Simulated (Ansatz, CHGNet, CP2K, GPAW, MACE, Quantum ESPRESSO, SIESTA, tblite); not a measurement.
**CP2K on random packing of 91Li3PO4-9P3N5 (mol %) (88 atoms): settings against a plane-wave reference**

Aim: run random packing of 91Li3PO4-9P3N5 (mol %) (88 atoms) in CP2K and see how near its forces come to a plane-wave reference, and at what cost.

Main program and level: CP2K 2026.2; the method is named at each step.

### Step 1. The structure

The cell holds 88 atoms: 30 Li, 13 P, 40 O and 5 N. Cell: a = 9.863 Å, b = 9.863 Å, c = 9.863 Å, α = 90.0°, β = 90.0°, γ = 90.0°. 88 atoms (30 Li, 13 P, 40 O, 5 N) packed at random in a cube at 2.29 g/cm³ and pushed apart as soft spheres, cations and anions kept from their own kind; a start for melting by ab initio MD, not an equilibrated structure. Then every atom was moved at random, 0.05 Å r.m.s. a Cartesian component.

The yardstick, on the same geometry:

```
method                 : Kohn-Sham DFT, PBE, PAW, plane waves (Ansatz 0.2.0); cutoff 420 eV, Γ point, fermi-dirac smearing of 0.05 eV; PAW set soft_2
r.m.s. force component : 1.469 eV/Å
longest force          : 5.411 eV/Å
pressure               : -3.45 GPa
SCF cycles             : 15
time                   : 7.5 s on 8 threads of Arm Neoverse V2, shared host
CPU time               : 50 s
```

### Step 2. PBE, DZVP-MOLOPT-SR, 800/50 Ry, diagonalisation

Method: Kohn-Sham DFT, PBE, GTH-PBE pseudopotentials, Gaussian and plane waves, DZVP-MOLOPT-SR-GTH, diagonalisation.

Contents of input.inp:

```
&GLOBAL
  PROJECT cell
  RUN_TYPE ENERGY_FORCE
  PRINT_LEVEL LOW
&END GLOBAL
&FORCE_EVAL
  METHOD QS
  STRESS_TENSOR ANALYTICAL
  &DFT
    BASIS_SET_FILE_NAME BASIS_MOLOPT
    POTENTIAL_FILE_NAME GTH_POTENTIALS
    &MGRID
      CUTOFF 800
      REL_CUTOFF 50
      NGRIDS 5
    &END MGRID
    &QS
      EPS_DEFAULT 1.0E-12
    &END QS
    &SCF
      SCF_GUESS ATOMIC
      EPS_SCF 1.0E-06
      MAX_SCF 200
      ADDED_MOS 14
      &DIAGONALIZATION
        ALGORITHM STANDARD
      &END DIAGONALIZATION
      &SMEAR ON
        METHOD FERMI_DIRAC
        ELECTRONIC_TEMPERATURE [K] 580
      &END SMEAR
      &MIXING
        METHOD BROYDEN_MIXING
        ALPHA 0.3
        NBROYDEN 8
      &END MIXING
      &PRINT
        &RESTART OFF
        &END RESTART
      &END PRINT
    &END SCF
    &XC
      &XC_FUNCTIONAL PBE
      &END XC_FUNCTIONAL
    &END XC
    &PRINT
      &MULLIKEN ON
      &END MULLIKEN
      &HIRSHFELD ON
        SHAPE_FUNCTION DENSITY
      &END HIRSHFELD
      &MO ON
        EIGENVALUES T
        OCCUPATION_NUMBERS T
        MO_INDEX_RANGE 199 222
        &EACH
          QS_SCF 0
        &END EACH
        ADD_LAST NUMERIC
      &END MO
    &END PRINT
  &END DFT
  &SUBSYS
    &CELL
      A 9.86300 0.00000 0.00000
      B 0.00000 9.86300 0.00000
      C 0.00000 0.00000 9.86300
    &END CELL
    &TOPOLOGY
      COORD_FILE_NAME structure.xyz
      COORD_FILE_FORMAT XYZ
    &END TOPOLOGY
    &KIND Li
      BASIS_SET DZVP-MOLOPT-SR-GTH-q3
      POTENTIAL GTH-PBE-q3
    &END KIND
    &KIND P
      BASIS_SET DZVP-MOLOPT-SR-GTH-q5
      POTENTIAL GTH-PBE-q5
    &END KIND
    &KIND O
      BASIS_SET DZVP-MOLOPT-SR-GTH-q6
      POTENTIAL GTH-PBE-q6
    &END KIND
    &KIND N
      BASIS_SET DZVP-MOLOPT-SR-GTH-q5
      POTENTIAL GTH-PBE-q5
    &END KIND
  &END SUBSYS
  &PRINT
    &FORCES ON
    &END FORCES
    &STRESS_TENSOR ON
    &END STRESS_TENSOR
  &END PRINT
&END FORCE_EVAL
```

Contents of structure.xyz:

```xyz
88

Li 9.43317 6.78594 5.29781
Li 7.09958 8.94564 0.28267
Li 5.98674 6.51283 6.12502
Li 4.46350 8.24211 7.20522
Li 4.07608 7.62361 2.42561
Li 9.53387 3.51261 5.96435
Li 2.41466 6.65023 6.85094
Li 3.11276 3.80623 6.67459
Li 6.41845 2.26030 4.85230
Li 4.02943 1.79132 8.50200
Li 8.75913 4.72033 9.63822
Li 5.11890 4.51992 7.54312
Li 9.54216 6.45819 2.42156
Li 8.87848 7.34823 0.06155
Li 3.41447 4.59705 1.78698
Li 1.41159 4.58600 9.43169
Li 2.35085 8.26450 9.39766
Li 8.38937 8.99289 5.23390
Li 7.19180 0.76852 2.09658
Li 1.30369 2.15053 7.35957
Li 1.50440 5.51539 3.74370
Li 1.31927 8.21982 3.20311
Li 7.19289 0.42302 8.04959
Li 6.95253 3.26278 0.81537
Li 1.95347 2.06216 0.00996
Li 7.33344 4.60267 5.48955
Li 7.30503 7.39577 2.22884
Li 3.68847 4.08535 4.20637
Li 3.88987 9.61317 3.78216
Li 1.94242 8.88923 5.54419
P 0.66171 1.45312 4.64794
P 9.56760 0.35112 7.18312
P 7.30493 4.57752 2.95900
P 9.12840 2.04371 8.90639
P 5.04206 9.75096 1.46022
P 5.63789 0.39265 6.21172
P 6.82677 6.22296 8.68151
P 0.80433 0.36769 2.04085
P 8.95866 2.79537 2.35233
P 4.46735 5.82913 9.53229
P 3.79252 1.96708 2.35745
P 9.79741 9.43287 9.53249
P 0.45616 7.59875 7.98390
O 8.71652 8.26539 8.29054
O 5.83239 2.16158 7.45071
O 5.76877 0.53684 0.04419
O 3.36476 5.19376 7.69876
O 1.50352 7.12552 1.62365
O 7.25256 4.54112 7.42812
O 0.28701 8.30405 6.47131
O 2.66153 5.77567 9.65972
O 5.56046 0.41878 4.60977
O 8.37359 2.54100 3.94727
O 7.93735 0.33514 3.84746
O 1.49819 2.32402 2.18682
O 3.29651 0.57413 9.85432
[... 28 atom lines left out ...]
N 3.38567 1.53685 6.62419
N 0.16244 5.66906 7.52991
N 6.56126 8.68102 6.00972
N 5.39378 4.47494 1.23692
```

Started as:

```console
> OMP_NUM_THREADS=1 mpirun -np 4 cp2k.psmp -i input.inp > output.txt
```

Numbers of over 12 decimals in the logs are rounded to 6 here.

Log:

```text
CP2K| version string:                                       CP2K version 2026.2
 CP2K| Input file name                                                 input.inp
 GLOBAL| Basis set file name                                        BASIS_MOLOPT
 GLOBAL| Potential file name                                      GTH_POTENTIALS
 GLOBAL| Run type                                                   ENERGY_FORCE
 GLOBAL| Total number of message passing processes                             4
 GLOBAL| Number of threads for this process                                    1
 TOTAL NUMBERS AND MAXIMUM NUMBERS
  Total number of            - Atomic kinds:                                   4
                             - Atoms:                                         88
                             - Shell sets:                                    88
                             - Shells:                                       410
                             - Primitive Cartesian functions:                427
                             - Cartesian basis functions:                    992
                             - Spherical basis functions:                    934
  Maximum angular momentum of- Orbital basis functions:                        2
                             - Local part of the GTH pseudopotential:          6
                             - Non-local part of the GTH pseudopotential:      2
 SCF PARAMETERS         Density guess:                                    ATOMIC
                        max_scf:                                             200
                        eps_scf:                                        1.00E-06
                        added MOs                                        14    0
                        Mixing method:                            BROYDEN_MIXING
                                                charge density mixing in g-space
                        Smear method:                                FERMI_DIRAC
                        Electronic temperature [K]:                        580.0
                        Electronic temperature [a.u.]:                  1.84E-03
                        Accuracy threshold:                             1.00E-10
 Extrapolation method: initial_guess
 Number of electrons:                                                        420
 Number of occupied orbitals:                                                210
 Number of molecular orbitals:                                               224
 Number of orbital functions:                                                934
 Number of independent orbital functions:                                    934
 SCF WAVEFUNCTION OPTIMIZATION
  Step     Update method      Time    Convergence         Total energy    Change
     1 NoMix/Diag. 0.30E+00    4.1     0.95229325     -1003.7998037293 -1.00E+03
 *** the last MO => Add more MOs for proper smearing.                   ***
     2 Broy./Diag. 0.30E+00    5.5     1.89643040      -944.2521672112  5.95E+01
 *** the last MO => Add more MOs for proper smearing.                   ***
     3 Broy./Diag. 0.30E+00    5.6     1.78663000     -1016.2464560575 -7.20E+01
 *** the last MO => Add more MOs for proper smearing.                   ***
     4 Broy./Diag. 0.30E+00    5.6     1.25994313     -1003.8815123762  1.24E+01
[...]
*** the last MO => Add more MOs for proper smearing.                   ***
    89 Broy./Diag. 0.30E+00    5.9     0.00000158      -999.1579803427  3.56E-06
 *** the last MO => Add more MOs for proper smearing.                   ***
    90 Broy./Diag. 0.30E+00    6.0     0.00000087      -999.1579832246 -2.88E-06
  *** SCF run converged in    90 steps ***
  Electronic density on regular grids:       -420.0000000000        0.0000000000
  Core density on regular grids:              419.9999999996       -0.0000000004
  Total charge density on r-space grids:       -0.0000000003
  Total charge density g-space grids:          -0.0000000003
  Overlap energy of the core charge distribution:               7.9943e-08
  Self energy of the core charge distribution:              -2188.926542
  Core Hamiltonian energy:                                    559.385161
  Hartree energy:                                             858.883126
  Exchange-correlation energy:                               -228.482437
  Electronic entropic energy:                                  -0.017291
  Fermi energy:                                                 0.117953
  Total energy:                                              -999.157983
  Total energy (extrapolated to T->0):                       -999.149337
 MO| EIGENVALUES AND OCCUPATION NUMBERS
 MO|
 MO|  Index      Eigenvalue [a.u.]        Eigenvalue [eV]             Occupation
 MO|    199               0.102307               2.783927               1.999600
 MO|    200               0.102759               2.796209               1.999489
 MO|    201               0.104102               2.832747               1.998939
[...]
MO|    221               0.134514               3.660307               0.000243
 MO|    222               0.137191               3.733155               0.000057
 MO| Sum:                                                             420.000000
 MO| E(Fermi):            0.117953 a.u.          3.209661 eV
 !-----------------------------------------------------------------------------!
                     Mulliken Population Analysis
 #  Atom  Element  Kind  Atomic population                           Net charge
       1     Li       1          2.556607                              0.443393
       2     Li       1          2.472314                              0.527686
       3     Li       1          2.484615                              0.515385
[...]
87     N        4          5.235131                             -0.235131
      88     N        4          5.277973                             -0.277973
 # Total charge                            420.000000                 -0.000000
 !-----------------------------------------------------------------------------!
 !-----------------------------------------------------------------------------!
                           Hirshfeld Charges
  #Atom  Element  Kind  Ref Charge     Population                    Net charge
      1       Li     1       3.000          2.850                         0.150
      2       Li     1       3.000          2.855                         0.145
      3       Li     1       3.000          2.851                         0.149
[...]
87       N      4       5.000          5.070                        -0.070
     88       N      4       5.000          5.103                        -0.103
  Total Charge                                                           -0.000
 !-----------------------------------------------------------------------------!
 ENERGY| Total FORCE_EVAL ( QS ) energy [hartree]           -999.157982
 FORCES| Atomic forces [hartree/bohr]
 FORCES|   Atom     x               y               z               |f|
 FORCES|      1 -2.19797228E-02  9.18867339E-04  1.50154513E-02   2.66348702E-02
 FORCES|      2 -1.69191731E-02 -6.80135166E-03 -1.21365900E-02   2.19046483E-02
 FORCES|      3  1.08225116E-02  2.54497067E-02 -1.83969961E-02   3.32154151E-02
[...]
FORCES|     87 -2.97534364E-02  3.46348126E-02  1.70051787E-02   4.87238476E-02
 FORCES|     88 -2.58555299E-02  1.89013035E-02 -3.79005736E-03   3.22510811E-02
 FORCES| Sum     7.26097622E-05 -5.87543847E-04 -5.54749701E-04
 FORCES| Total atomic force                                       8.11312012E-04
 STRESS| Analytical stress tensor [bar]
 STRESS|                        x                   y                   z
 STRESS|      x       -2.92833140427E+04  -5.30868806072E+02  -1.89097247292E+04
 STRESS|      y       -5.30868806072E+02  -2.76388150298E+04  -1.75349749851E+04
 STRESS|      z       -1.89097247292E+04  -1.75349749851E+04  -2.10156540498E+04
 STRESS| 1/3 Trace                                            -2.59792610408E+04
```

It took 8.7 min on 4 MPI ranks of Arm Neoverse V2, shared host; peak memory 5.2 GiB.

Banners, paths, timers and routine set-up lines are dropped from the logs unmarked, and long logs keep their key lines alone; longer cuts are marked.

Compared with the plane-wave run:

```
r.m.s. force component                  : 1.458 eV/Å
r.m.s. difference of force components   : 63.15 meV/Å
longest difference of force vectors     : 263.2 meV/Å
force difference over r.m.s. force      : 4.298 %
slope of forces against the reference's : 0.9916
correlation of force components         : 0.9991
pressure                                : -2.598 GPa
pressure difference                     : 0.8523 GPa
```

Length of the force difference by element (eV/Å):

```csv
element,atoms,mean,most
Li,30,0.082,0.15
N,5,0.058,0.064
O,40,0.10,0.26
P,13,0.13,0.22
```

Local excerpt of 11 atoms (numbers count through the whole input) about P42, whose charge lies farthest from its element's mean; x, y, z are measured from there.

```csv
atom,x,y,z,distance (Å),Hirshfeld charge (e),Fx,Fy,Fz (eV/Å)
P42,0.00,0.00,0.00,0.00,0.22,1.91,1.38,0.21
O62,1.42,1.11,-0.81,1.97,-0.17,-2.42,-0.82,0.86
O44,-1.08,-1.17,-1.24,2.02,-0.18,0.94,-0.79,1.91
O66,-0.76,-0.48,2.07,2.26,-0.26,-0.49,-0.21,-1.09
Li14,-0.92,-2.08,0.39,2.31,0.14,0.13,-0.84,0.92
O58,-0.34,2.13,1.11,2.43,-0.16,-0.06,0.47,-0.77
P43,0.52,-1.83,-1.55,2.46,0.32,-1.37,-1.20,-3.07
P32,-0.23,0.78,-2.35,2.49,0.33,0.85,-0.50,-1.42
P34,-0.67,2.47,-0.63,2.64,0.31,-4.72,0.02,1.74
P38,0.87,0.80,2.37,2.65,0.37,-0.80,2.67,-0.83
Li17,2.42,-1.17,-0.13,2.69,0.15,0.86,0.38,1.19
```

Forces lie 4.3 % from the reference's, at 41 times its CPU time (on 4 against 8 cores); the SCF took 90 steps, which the time reflects.

### Step 3. PBE, SZV-MOLOPT-SR, 800/50 Ry, diagonalisation

Method: Kohn-Sham DFT, PBE, GTH-PBE pseudopotentials, Gaussian and plane waves, SZV-MOLOPT-SR-GTH, diagonalisation.

input.inp, as its differences from that of step 2:

```diff
@@ -68,8 +68,32 @@
     &END CELL
-    &TOPOLOGY
-      COORD_FILE_NAME structure.xyz
-      COORD_FILE_FORMAT XYZ
-    &END TOPOLOGY
+    &COORD
+      SCALED
+      Li 0.95642 0.68802 0.53714
+      Li 0.71982 0.90699 0.02866
+      Li 0.60699 0.66033 0.62101
+      Li 0.45255 0.83566 0.73053
+      Li 0.41327 0.77295 0.24593
+      Li 0.96663 0.35614 0.60472
+      Li 0.24482 0.67426 0.69461
+      Li 0.31560 0.38591 0.67673
+      Li 0.65076 0.22917 0.49197
+      Li 0.40854 0.18162 0.86201
+      Li 0.88808 0.47859 0.97721
+      Li 0.51900 0.45827 0.76479
+      Li 0.96747 0.65479 0.24552
+      Li 0.90018 0.74503 0.00624
+      Li 0.34619 0.46609 0.18118
+      Li 0.14312 0.46497 0.95627
+      Li 0.23835 0.83793 0.95282
+      Li 0.85059 0.91178 0.53066
+      Li 0.72917 0.07792 0.21257
+      Li 0.13218 0.21804 0.74618
+[... 64 atom lines left out ...]
+      N 0.34327 0.15582 0.67162
+      N 0.01647 0.57478 0.76345
+      N 0.66524 0.88016 0.60932
+      N 0.54687 0.45371 0.12541
+    &END COORD
     &KIND Li
-      BASIS_SET DZVP-MOLOPT-SR-GTH-q3
+      BASIS_SET SZV-MOLOPT-SR-GTH-q3
       POTENTIAL GTH-PBE-q3
@@ -77,3 +101,3 @@
     &KIND P
-      BASIS_SET DZVP-MOLOPT-SR-GTH-q5
+      BASIS_SET SZV-MOLOPT-SR-GTH-q5
       POTENTIAL GTH-PBE-q5
@@ -81,3 +105,3 @@
     &KIND O
-      BASIS_SET DZVP-MOLOPT-SR-GTH-q6
+      BASIS_SET SZV-MOLOPT-SR-GTH-q6
       POTENTIAL GTH-PBE-q6
@@ -85,3 +109,3 @@
     &KIND N
-      BASIS_SET DZVP-MOLOPT-SR-GTH-q5
+      BASIS_SET SZV-MOLOPT-SR-GTH-q5
       POTENTIAL GTH-PBE-q5
```

Started as:

```console
> OMP_NUM_THREADS=2 cp2k.psmp -i input.inp > output.txt
```

Log:

```text
CP2K| version string:                                       CP2K version 2026.2
 CP2K| Input file name                                                 input.inp
 GLOBAL| Basis set file name                                        BASIS_MOLOPT
 GLOBAL| Potential file name                                      GTH_POTENTIALS
 GLOBAL| Run type                                                   ENERGY_FORCE
 GLOBAL| Total number of message passing processes                             1
 GLOBAL| Number of threads for this process                                    2
 TOTAL NUMBERS AND MAXIMUM NUMBERS
  Total number of            - Atomic kinds:                                   4
                             - Atoms:                                         88
[... lines left out ...]
                        Smear method:                                FERMI_DIRAC
[... lines left out ...]
 Number of electrons:                                                        420
[... lines left out ...]
  Step     Update method      Time    Convergence         Total energy    Change
[... lines left out ...]
  *** SCF run converged in    67 steps ***
[... lines left out ...]
  Fermi energy:                                                 0.200784
  Total energy:                                              -994.902959
  Total energy (extrapolated to T->0):                       -994.894238
[... lines left out ...]
 MO| E(Fermi):            0.200784 a.u.          5.463601 eV
[... lines left out ...]
 !-----------------------------------------------------------------------------!
 !-----------------------------------------------------------------------------!
                           Hirshfeld Charges
  #Atom  Element  Kind  Ref Charge     Population                    Net charge
      1       Li     1       3.000          2.753                         0.247
      2       Li     1       3.000          2.762                         0.238
      3       Li     1       3.000          2.749                         0.251
[...]
87       N      4       5.000          5.143                        -0.143
     88       N      4       5.000          5.105                        -0.105
  Total Charge                                                           -0.000
 !-----------------------------------------------------------------------------!
 ENERGY| Total FORCE_EVAL ( QS ) energy [hartree]           -994.902959
 FORCES| Atomic forces [hartree/bohr]
 FORCES|   Atom     x               y               z               |f|
 FORCES|      1 -2.34201226E-02 -5.25838902E-03  1.43114200E-02   2.79458322E-02
 FORCES|      2 -7.72748952E-03 -7.90948755E-03 -2.03106137E-02   2.31256377E-02
 FORCES|      3  1.72934541E-02  3.28018448E-02 -1.95906079E-02   4.19382462E-02
[...]
FORCES|     87  4.14831231E-03 -2.79936065E-02  1.08501536E-02   3.03080242E-02
 FORCES|     88 -1.63193638E-02  8.26758393E-03  4.59665466E-03   1.88627626E-02
 FORCES| Sum     3.23166134E-04 -7.15661839E-04 -7.55754240E-04
 FORCES| Total atomic force                                       1.08984985E-03
 STRESS| Analytical stress tensor [bar]
 STRESS|                        x                   y                   z
 STRESS|      x        1.88493110766E+05   2.39939964000E+02  -3.79318172718E+04
 STRESS|      y        2.39939964000E+02   1.79060045590E+05  -2.22371952562E+04
 STRESS|      z       -3.79318172718E+04  -2.22371952562E+04   2.08361224888E+05
 STRESS| 1/3 Trace                                             1.91971460415E+05
```

It took 8.1 min on 2 threads; peak memory 4 GiB.

Compared with the plane-wave run:

```yaml
r_m_s_force_component: 1.605 eV/Å
r_m_s_difference_of_force_components: 1845 meV/Å
longest_difference_of_force_vectors: 7784 meV/Å
force_difference_over_r_m_s_force: 125.6 %
slope_of_forces_against_the_reference_s: 0.3085
correlation_of_force_components: 0.2824
pressure: 19.2 GPa
pressure_difference: 22.65 GPa
```

This is a coarse setting, run to see what it loses.

Against the first run (4.3 %), the force difference from the reference is 126 %, at 0.41 times the CPU time (on 2 against 4 cores), with 292 basis functions against 934: the smaller basis costs accuracy.

[end of part 1 of 2]

[Also dropped from logs without a mark: logging warnings of Python, and SIESTA's first energy breakdown and zero terms.]

[Logs are printed without paths, hosts, clocks, repeated set-up lines and the standing remarks that a program may print on its own settings, such as how far it seeks lower states.]

[Hosts, paths, dates, database ids (printed as entryN), source tags and the programs' standing remarks are cut or masked in the printed files.]
